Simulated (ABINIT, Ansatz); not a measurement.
**AlH3 (Pm-3m): Raman and infrared activity**

Which lines does AlH3 (Pm-3m) show in Raman and infrared spectra?

Main program and level: ABINIT 10.8.3; DFT LDA, scalar-relativistic, plane waves, HGH norm-conserving pseudopotentials.

The structure was built from a prototype and need not be the compound's stable phase.

## Step 1: The starting structure

The structure is cubic, space group Pm-3m (No. 221). The conventional cell has a = 3.384 Å, b = 3.384 Å, c = 3.384 Å, α = 90.00°, β = 90.00°, γ = 90.00°. Nearest to Al lie 6 H at 1.69 Å. Nearest to H lie 2 Al at 1.69 Å. Farther neighbours are not listed.

## Step 2: Relaxation

Frequencies change by per cents with a per cent of volume, so the structure is first brought to rest at this level of theory.

The starting cell comes from a relaxation made beforehand in Ansatz (LDA, PseudoDojo NC).

File relax.abi:

```
# relaxation
ionmov 2
optcell 2
dilatmx 1.08
ntime 40
tolmxf 1.0d-05
tolvrs 1.0d-14
prtwf 0
prtden 0
chksymtnons 0

# basis, mesh and filling
ecut 35.0
ecutsm 0.5
ixc 7
ngkpt 10 10 10
nshiftk 1
shiftk 0.0 0.0 0.0
istwfk *1
occopt 1
nband 3
nstep 100
diemac 9.0
prtebands 0
prtgsr 0

# cell and atoms
acell 6.394465981 6.394465981 6.394465981
rprim 
    1.0 0.0 0.0
    0.0 1.0 0.0
    0.0 0.0 1.0
ntypat 2
znucl 13 1
natom 4
typat 1 2 2 2
xred 
    0.0 0.0 0.0
    0.5 0.0 0.0
    0.0 0.5 0.0
    0.0 0.0 0.5
pp_dirpath "./pseudo"
pseudos "Al.hgh, H.hgh"
```

Started as:

```console
OMP_NUM_THREADS=1 mpirun -n 2 abinit relax.abi > relax.log
```

Numbers of over 12 decimals in the logs are rounded to 6 here.

relax.abo, the main output file:

```text
[banners, grids, parts of the stress and lines that vanish by symmetry left out]
- input  file    -> relax.abi
- output file    -> relax.abo
- root for input  files -> relaxi
[...]
Symmetries : space group Pm -3 m (#221); Bravais cP (primitive cubic)
[...]
mpw =        3282          nfft =       64000          nkpt =          56
[...]
== DATASET  1 ==================================================================
[...]
cutoff_energies: {ecut:  35.0, pawecutdg:  -1.0, }
[...]
Exchange-correlation functional for the present dataset will be:
  LDA: Perdew-Wang 92 LSD fit to Ceperley-Alder data - ixc=7
[...]
ETOT  1  -3.803969    -3.804E+00 1.826E-02 3.709E+01
 ETOT  2  -3.812543    -8.574E-03 3.858E-06 1.003E+00
 ETOT  3  -3.812594    -5.084E-05 2.499E-07 1.006E-01
 ETOT  4  -3.812598    -3.909E-06 1.528E-08 3.447E-03
 ETOT  5  -3.812598    -1.129E-07 1.769E-09 2.344E-05
[...]
At SCF step   10       vres2   =  5.75E-16 < tolvrs=  1.00E-14 =>converged.
[...]
sigma(1 1)= -1.05760573E-06  sigma(3 2)=  0.00000000E+00
  sigma(2 2)= -1.05760573E-06  sigma(3 1)=  0.00000000E+00
  sigma(3 3)= -1.05760573E-06  sigma(2 1)=  0.00000000E+00
[...]
convergence: {deltae: -6.528E-14, res2:  5.749E-16, residm:  7.021E-19, diffor: null, }
etotal    :  -3.81259779E+00
[...]
ETOT  1  -3.812598    -3.813E+00 6.970E-10 1.674E-05
[...]
At SCF step    6       vres2   =  7.34E-15 < tolvrs=  1.00E-14 =>converged.
[...]
sigma(1 1)= -8.76572900E-07  sigma(3 2)=  0.00000000E+00
  sigma(2 2)= -8.76572900E-07  sigma(3 1)=  0.00000000E+00
  sigma(3 3)= -8.76572900E-07  sigma(2 1)=  0.00000000E+00
[...]
convergence: {deltae: -9.281E-14, res2:  7.341E-15, residm:  1.645E-18, diffor: null, }
etotal    :  -3.81259782E+00
[...]
ETOT  1  -3.812598    -3.813E+00 8.447E-10 3.930E-04
[...]
ETOT  6  -3.812598     3.748E-13 3.870E-17 1.726E-13
 ETOT  7  -3.812598    -7.994E-15 9.362E-19 1.232E-15
 At SCF step    7       vres2   =  1.23E-15 < tolvrs=  1.00E-14 =>converged.
[...]
sigma(1 1)= -7.53856352E-09  sigma(3 2)=  0.00000000E+00
  sigma(2 2)= -7.53856351E-09  sigma(3 1)=  0.00000000E+00
  sigma(3 3)= -7.53856351E-09  sigma(2 1)=  0.00000000E+00
[...]
convergence: {deltae: -7.994E-15, res2:  1.232E-15, residm:  9.362E-19, diffor: null, }
etotal    :  -3.81259787E+00
[...]
At Broyd/MD step   3, gradients are converged :
[...]
sigma(1 1)= -7.53856352E-09  sigma(3 2)=  0.00000000E+00
  sigma(2 2)= -7.53856351E-09  sigma(3 1)=  0.00000000E+00
  sigma(3 3)= -7.53856351E-09  sigma(2 1)=  0.00000000E+00
[...]
- sigma(1 1)= -2.21792196E-04  sigma(3 2)=  0.00000000E+00
- sigma(2 2)= -2.21792196E-04  sigma(3 1)=  0.00000000E+00
- sigma(3 3)= -2.21792196E-04  sigma(2 1)=  0.00000000E+00
[...]
fcart     -0.0000000000E+00 -0.0000000000E+00 -0.0000000000E+00
           strten     -7.5385635153E-09 -7.5385635148E-09 -7.5385635145E-09
================================================================================

[key lines of the parts left out:]
pressure_GPa:   2.2179E-04
Total energy (etotal) [Ha]= -3.81259786867957E+00
```

It took 19 s on 2 MPI ranks of Arm Neoverse V1, shared host.

Little changed from the start: no atom moved by 0.005 Å and no cell edge by 0.1 %.

Numbers from this step:

| Property | Result |
| --- | --- |
| volume per atom | 9.692 Å³ |
| pressure | 2.22e-4 GPa |

## Step 3: Self-consistent run for the response

The response is built on these wavefunctions, so the potential is converged far more tightly than an energy would need. The mesh is shifted off Γ, since shifted meshes converge sums over the zone faster. ecutsm is kept as in the relaxation, so that the cell stays at rest.

File gs.abi:

```
# ground state
tolvrs 1.0d-16
prtden 1
prtwf 1

# basis, mesh and filling
ecut 35.0
ecutsm 0.5
ixc 7
ngkpt 12 12 12
nshiftk 1
shiftk 0.5 0.5 0.5
istwfk *1
occopt 1
nband 3
nstep 100
diemac 9.0
prtebands 0
prtgsr 0

# cell and atoms
acell 6.395651793 6.395651793 6.395651793
rprim 
    1.0 0.0 0.0
    0.0 1.0 0.0
    0.0 0.0 1.0
ntypat 2
znucl 13 1
natom 4
typat 1 2 2 2
xred 
    0.0 0.0 0.0
    0.5 0.0 0.0
    0.0 0.5 0.0
    0.0 0.0 0.5
pp_dirpath "./pseudo"
pseudos "Al.hgh, H.hgh"
```

Started as:

```console
OMP_NUM_THREADS=1 mpirun -n 2 abinit gs.abi > gs.log
```

gs.abo, the main output file:

```text
[banners, grids, parts of the stress and lines that vanish by symmetry left out]
- input  file    -> gs.abi
- output file    -> gs.abo
- root for input  files -> gsi
[...]
Symmetries : space group Pm -3 m (#221); Bravais cP (primitive cubic)
[...]
mpw =        2605          nfft =       46656          nkpt =          56
[...]
== DATASET  1 ==================================================================
[...]
cutoff_energies: {ecut:  35.0, pawecutdg:  -1.0, }
[...]
Exchange-correlation functional for the present dataset will be:
  LDA: Perdew-Wang 92 LSD fit to Ceperley-Alder data - ixc=7
[...]
ETOT  1  -3.797369    -3.797E+00 4.003E-02 2.634E+01
 ETOT  2  -3.812555    -1.519E-02 4.112E-06 7.292E-01
 ETOT  3  -3.812594    -3.957E-05 1.631E-07 7.047E-02
 ETOT  4  -3.812598    -3.781E-06 1.615E-08 2.496E-03
 ETOT  5  -3.812598    -1.129E-07 1.484E-09 1.890E-05
[...]
ETOT 10  -3.812598     5.196E-14 2.063E-18 6.509E-16
 ETOT 11  -3.812598    -1.150E-13 4.362E-20 1.114E-17
 At SCF step   11       vres2   =  1.11E-17 < tolvrs=  1.00E-16 =>converged.
[...]
sigma(1 1)= -5.17602281E-07  sigma(3 2)=  0.00000000E+00
  sigma(2 2)= -5.17602281E-07  sigma(3 1)=  0.00000000E+00
  sigma(3 3)= -5.17602281E-07  sigma(2 1)=  0.00000000E+00
[...]
convergence: {deltae: -1.150E-13, res2:  1.114E-17, residm:  4.362E-20, diffor: null, }
etotal    :  -3.81259839E+00
[...]
sigma(1 1)= -5.17602281E-07  sigma(3 2)=  0.00000000E+00
  sigma(2 2)= -5.17602281E-07  sigma(3 1)=  0.00000000E+00
  sigma(3 3)= -5.17602281E-07  sigma(2 1)=  0.00000000E+00
[...]
- sigma(1 1)= -1.52283849E-02  sigma(3 2)=  0.00000000E+00
- sigma(2 2)= -1.52283849E-02  sigma(3 1)=  0.00000000E+00
- sigma(3 3)= -1.52283849E-02  sigma(2 1)=  0.00000000E+00
[...]
fcart     -0.0000000000E+00 -0.0000000000E+00 -0.0000000000E+00
           strten     -5.1760228052E-07 -5.1760228052E-07 -5.1760228052E-07
================================================================================

[key lines of the parts left out:]
pressure_GPa:   1.5228E-02
```

Wall time 6.7 s (2 MPI ranks).

This step gave:

```
pressure : 0.01523 GPa
```

The cell stands at 0.015 GPa, close enough for phonons.

## Step 4: The gap at rest

Empty bands on the ground state's density check that the gap assumed so far is there in this cell.

File gap.abi:

```
# empty bands on the ground state's density
iscf -2
getden_filepath "gso_DEN"
tolwfr 1.0d-12
nbdbuf 2
prtwf 0

# basis, mesh and filling
ecut 35.0
ecutsm 0.5
ixc 7
ngkpt 12 12 12
nshiftk 1
shiftk 0.0 0.0 0.0
istwfk *1
occopt 1
nband 7
nstep 100
diemac 9.0
prtebands 0
prtgsr 0

# cell and atoms
acell 6.395651793 6.395651793 6.395651793
rprim 
    1.0 0.0 0.0
    0.0 1.0 0.0
    0.0 0.0 1.0
ntypat 2
znucl 13 1
natom 4
typat 1 2 2 2
xred 
    0.0 0.0 0.0
    0.5 0.0 0.0
    0.0 0.5 0.0
    0.0 0.0 0.5
pp_dirpath "./pseudo"
pseudos "Al.hgh, H.hgh"
```

Started as:

```console
OMP_NUM_THREADS=1 mpirun -n 2 abinit gap.abi > gap.log
```

gap.abo, the main output file:

```text
[banners, grids, parts of the stress and lines that vanish by symmetry left out]
- input  file    -> gap.abi
- output file    -> gap.abo
- root for input  files -> gapi
[...]
Symmetries : space group Pm -3 m (#221); Bravais cP (primitive cubic)
[...]
mpw =        2624          nfft =       46656          nkpt =          84
[...]
== DATASET  1 ==================================================================
[...]
cutoff_energies: {ecut:  35.0, pawecutdg:  -1.0, }
[...]
Exchange-correlation functional for the present dataset will be:
  LDA: Perdew-Wang 92 LSD fit to Ceperley-Alder data - ixc=7
[...]
-outvars: echo values of variables after computation
            acell      6.3956517930E+00  6.3956517930E+00  6.3956517930E+00 Bohr
================================================================================
```

Elapsed: 10 s, on 2 MPI ranks.

This step gave:

* gap on the k-mesh: 0.3347 eV

In this cell the gap on the mesh is 0.33 eV, indirect (smallest direct 3.6 eV), so fixed occupations hold.

## Step 5: Zone-centre response

The derivative of the wavefunctions by k comes first, since the response to a field is built on it; then the field and the displacements that symmetry doesn't supply are solved at q = 0. By the 2n+1 theorem the first-order wavefunctions also give third derivatives: Raman tensors and the non-linear susceptibility.

It reads the wavefunctions written in step 3.

File dfpt_gamma.abi:

```
ndtset 3

# common to the responses
getwfk_filepath "gso_WFK"
kptopt 2
nqpt 1
qpt 0.0 0.0 0.0
asr 0
chneut 0

# d/dk
rfelfd1 2
rfdir1 1 1 1
iscf1 -3
tolwfr1 1.0d-20

# displacements, field
rfphon2 1
rfatpol2 1 4
rfdir2 1 1 1
rfelfd2 3
getddk2 1
tolvrs2 1.0d-10
prepanl2 1
prtden2 1

# third order
optdriver3 5
getden_filepath3 "gso_DEN"
get1den3 2
get1wf3 2
getddk3 1
d3e_pert1_elfd3 1
d3e_pert1_phon3 1
d3e_pert1_atpol3 1 4
d3e_pert1_dir3 1 1 1
d3e_pert2_elfd3 1
d3e_pert2_dir3 1 1 1
d3e_pert3_elfd3 1
d3e_pert3_dir3 1 1 1
usepead3 1
tolvrs3 1.0d-10

# basis, mesh and filling
ecut 35.0
ecutsm 0.5
ixc 7
ngkpt 12 12 12
nshiftk 1
shiftk 0.5 0.5 0.5
istwfk *1
occopt 1
nband 3
nstep 100
diemac 9.0
prtebands 0
prtgsr 0

# cell and atoms
acell 6.395651793 6.395651793 6.395651793
rprim 
    1.0 0.0 0.0
    0.0 1.0 0.0
    0.0 0.0 1.0
ntypat 2
znucl 13 1
natom 4
typat 1 2 2 2
xred 
    0.0 0.0 0.0
    0.5 0.0 0.0
    0.0 0.5 0.0
    0.0 0.0 0.5
pp_dirpath "./pseudo"
pseudos "Al.hgh, H.hgh"
```

Started as:

```console
OMP_NUM_THREADS=1 mpirun -n 2 abinit dfpt_gamma.abi > dfpt_gamma.log
```

dfpt_gamma.abo, the main output file:

```text
[banners, grids, parts of the stress and lines that vanish by symmetry left out]
- input  file    -> dfpt_gamma.abi
- output file    -> dfpt_gamma.abo
- root for input  files -> dfpt_gammai
[...]
DATASET    1 : space group Pm -3 m (#221); Bravais cP (primitive cubic)
[...]
nfft =       46656          nkpt =         864
[...]
DATASET    2 : space group Pm -3 m (#221); Bravais cP (primitive cubic)
[...]
nfft =       46656          nkpt =         864
[...]
DATASET    3 : space group Pm -3 m (#221); Bravais cP (primitive cubic)
[...]
mpw =        2605          nfft =       46656          nkpt =         864
[...]
== DATASET  1 ==================================================================
[...]
cutoff_energies: {ecut:  35.0, pawecutdg:  -1.0, }
[...]
Exchange-correlation functional for the present dataset will be:
  LDA: Perdew-Wang 92 LSD fit to Ceperley-Alder data - ixc=7
[...]
-  1.00000   1.00000     10605                znucl, zion, pspdat
[...]
Perturbation : derivative vs k along direction   1
[...]
-ETOT  1  -5.860199     -5.860E+00 2.716E+01 0.000E+00
 ETOT  2  -5.867291     -7.092E-03 1.289E-02 0.000E+00
 ETOT  3  -5.867317     -2.601E-05 1.595E-05 0.000E+00
 ETOT  4  -5.867317     -1.398E-07 1.847E-07 0.000E+00
 ETOT  5  -5.867317     -9.696E-10 3.749E-10 0.000E+00
[...]
At SCF step   11   max residual=  9.99E-21 < tolwfr=  1.00E-20 =>converged.
[...]
Perturbation : derivative vs k along direction   2
[...]
-ETOT  1  -5.860173     -5.860E+00 2.716E+01 0.000E+00
[...]
At SCF step   11   max residual=  9.99E-21 < tolwfr=  1.00E-20 =>converged.
[...]
Perturbation : derivative vs k along direction   3
[...]
-ETOT  1  -5.860199     -5.860E+00 2.716E+01 0.000E+00
[...]
At SCF step   11   max residual=  9.99E-21 < tolwfr=  1.00E-20 =>converged.
[...]
1        1       1.5491684162   -0.0000000000
     1        2       0.0000000000    0.0000000000
     1        3       0.0000000000    0.0000000000
     2        1       0.0000000000    0.0000000000
     2        2       1.5491684162    0.0000000000
     2        3       0.0000000000    0.0000000000
     3        1       0.0000000000    0.0000000000
     3        2       0.0000000000    0.0000000000
     3        3       1.5491684162    0.0000000000
[...]
== DATASET  2 ==================================================================
[...]
cutoff_energies: {ecut:  35.0, pawecutdg:  -1.0, }
[...]
Exchange-correlation functional for the present dataset will be:
  LDA: Perdew-Wang 92 LSD fit to Ceperley-Alder data - ixc=7
[...]
Perturbation : displacement of atom   1   along direction   1
[...]
-ETOT  1   6.202538     -1.925E+01 1.758E-01 8.729E+03
[...]
At SCF step    9       vres2   =  3.71E-12 < tolvrs=  1.00E-10 =>converged.
[...]
Perturbation : displacement of atom   2   along direction   1
[...]
-ETOT  1   11.599331836854     -4.860E+01 3.892E-01 1.868E+04
[...]
At SCF step    9       vres2   =  2.40E-12 < tolvrs=  1.00E-10 =>converged.
[...]
Perturbation : displacement of atom   2   along direction   2
[...]
-ETOT  1   2.443438     -4.772E+01 9.804E-02 7.379E+03
[...]
At SCF step    9       vres2   =  1.51E-11 < tolvrs=  1.00E-10 =>converged.
[...]
Perturbation : homogeneous electric field along direction   1
[...]
-ETOT  1  -63.232497391625     -6.323E+01 1.512E+00 1.626E+03
[...]
At SCF step    9       vres2   =  2.68E-12 < tolvrs=  1.00E-10 =>converged.
[...]
Perturbation : homogeneous electric field along direction   2
[...]
-ETOT  1  -63.231584881010     -6.323E+01 8.266E-01 1.626E+03
[...]
At SCF step    9       vres2   =  2.81E-12 < tolvrs=  1.00E-10 =>converged.
[...]
Perturbation : homogeneous electric field along direction   3
[...]
-ETOT  1  -63.232498395982     -6.323E+01 1.513E+00 1.626E+03
[...]
ETOT  8  -64.107226373857     -9.820E-12 1.550E-13 3.896E-10
 ETOT  9  -64.107226373857      3.553E-13 3.205E-15 2.683E-12
 At SCF step    9       vres2   =  2.68E-12 < tolvrs=  1.00E-10 =>converged.
[...]
Dielectric tensor, in cartesian coordinates,
[...]
1    6   1    6         4.1905995832        -0.0000000000
   1    6   2    6        -0.0000000000        -0.0000000000
   1    6   3    6        -0.0000000000        -0.0000000000
   2    6   1    6        -0.0000000000        -0.0000000000
   2    6   2    6         4.1905995832        -0.0000000000
   2    6   3    6        -0.0000000000        -0.0000000000
   3    6   1    6        -0.0000000000        -0.0000000000
   3    6   2    6        -0.0000000000        -0.0000000000
   3    6   3    6         4.1905995832        -0.0000000000
  Effective charges, in cartesian coordinates,
[...]
1    1   1    6         2.7875422333         0.0000000000
   2    1   1    6         0.0000000000         0.0000000000
   3    1   1    6         0.0000000000         0.0000000000
   1    2   1    6        -1.6142646295         0.0000000000
   2    2   1    6         0.0000000000         0.0000000000
[...]
Effective charges, in cartesian coordinates,
[...]
2    6   1    4         0.0000000000         0.0000000000
   3    6   1    4         0.0000000000         0.0000000000
   1    6   2    4         0.0000000000         0.0000000000
   2    6   2    4        -0.5866408960         0.0000000000
   3    6   2    4         0.0000000000         0.0000000000
   1    6   3    4         0.0000000000         0.0000000000
   2    6   3    4         0.0000000000         0.0000000000
   3    6   3    4        -1.6142646267         0.0000000000
  Phonon wavevector (reduced coordinates) :  0.00000  0.00000  0.00000
 Phonon energies in Hartree :
[...]
Phonon frequencies in cm-1    :
-  6.397839E-01  6.397841E-01  6.397845E-01  4.728144E+02  4.728144E+02
-  4.728144E+02  5.630015E+02  5.630015E+02  5.630015E+02  1.882045E+03
-  1.882045E+03  1.882045E+03
  Phonon at Gamma, with non-analyticity in the
[...]
Phonon energies in Hartree :
[...]
Phonon frequencies in cm-1    :
-  6.397839E-01  6.397841E-01  6.397846E-01  4.728144E+02  4.728144E+02
-  5.630015E+02  5.630015E+02  5.630015E+02  7.410518E+02  1.882045E+03
-  1.882045E+03  2.072107E+03
  Phonon at Gamma, with non-analyticity in the
[...]
Phonon energies in Hartree :
[...]
Phonon frequencies in cm-1    :
-  6.397839E-01  6.397842E-01  6.397845E-01  4.728144E+02  4.728144E+02
-  5.630015E+02  5.630015E+02  5.630015E+02  7.410518E+02  1.882045E+03
-  1.882045E+03  2.072107E+03
  Phonon at Gamma, with non-analyticity in the
[...]
Phonon energies in Hartree :
[...]
Phonon frequencies in cm-1    :
-  6.397841E-01  6.397841E-01  6.397845E-01  4.728144E+02  4.728144E+02
-  5.630015E+02  5.630015E+02  5.630015E+02  7.410518E+02  1.882045E+03
-  1.882045E+03  2.072107E+03
[...]
== DATASET  3 ==================================================================
[...]
cutoff_energies: {ecut:  35.0, pawecutdg:  -1.0, }
[...]
Exchange-correlation functional for the present dataset will be:
  LDA: Perdew-Wang 92 LSD fit to Ceperley-Alder data - ixc=7
[...]
1          1       -0.000000000       -0.000000000       -0.000000000
[...]
1          2       -0.000000000       -0.000000000       -0.000000000
[...]
1          3       -0.000000000       -0.000000000       -0.000000000
[...]
2          1       -0.000000000       -0.000000000       -0.000000000
[...]
2          2       -0.000000000       -0.000000000       -0.000000000
[...]
2          3       -0.000000000       -0.000000000       -0.000000000
[...]
3          1       -0.000000000       -0.000000000       -0.000000000
[...]
3          2       -0.000000000       -0.000000000       -0.000000000
[...]
3          3       -0.000000000       -0.000000000       -0.000000000
[...]
4          1       -0.000000000       -0.000000000       -0.000000000
[...]
4          2       -0.000000000       -0.000000000       -0.000000000
[...]
4          3       -0.000000000       -0.000000000       -0.000000000
[...]
strten2     0.0000000000E+00  0.0000000000E+00  0.0000000000E+00
           strten3     0.0000000000E+00  0.0000000000E+00  0.0000000000E+00
================================================================================
```

Wall time 16 min (2 MPI ranks); 24 min of CPU time.

Numbers from this step:

* miss of the charge sum rule: 4.19e-6 e
* largest acoustic frequency at the zone centre before the sum rule: 0.64 cm⁻¹
* highest optical zone-centre mode (no LO-TO term): 1882 cm⁻¹
* lowest optical zone-centre mode: 472.8 cm⁻¹
* mean high-frequency dielectric constant: 4.191
* largest Born charge in size (third of the trace): 2.788 e

Born charge (rows field, columns displacement), before the sum rule (e), principal values of the symmetric part by kind of site:

| atom | atoms with these values | low | middle | high | mean |
| --- | --- | --- | --- | --- | --- |
| Al1 | 1 | 2.79 | 2.79 | 2.79 | 2.79 |
| H2 | 3 | -1.61 | -0.59 | -0.59 | -0.93 |

In full for Al1:

```
2.79 0.00 0.00
0.00 2.79 0.00
0.00 0.00 2.79
```

High-frequency dielectric tensor:

```
4.19 0.00 0.00
0.00 4.19 0.00
0.00 0.00 4.19
```

The acoustic modes at Γ come out as far as 0.6 cm⁻¹ from zero, where they should vanish, a small numerical error; the Born charges miss their sum rule by 4.2e-6 e, which is good.

(Part 1 of 3 ends here.)

[Host names and launcher messages were left out of these logs when they were recorded.]

[Logs are printed without paths, hosts, clocks, repeated set-up lines and the standing remarks that a program may print on its own settings, such as how far it seeks lower states.]

[Hosts, paths, dates, database ids (printed as entryN), source tags and the programs' standing remarks are cut or masked in the printed files.]
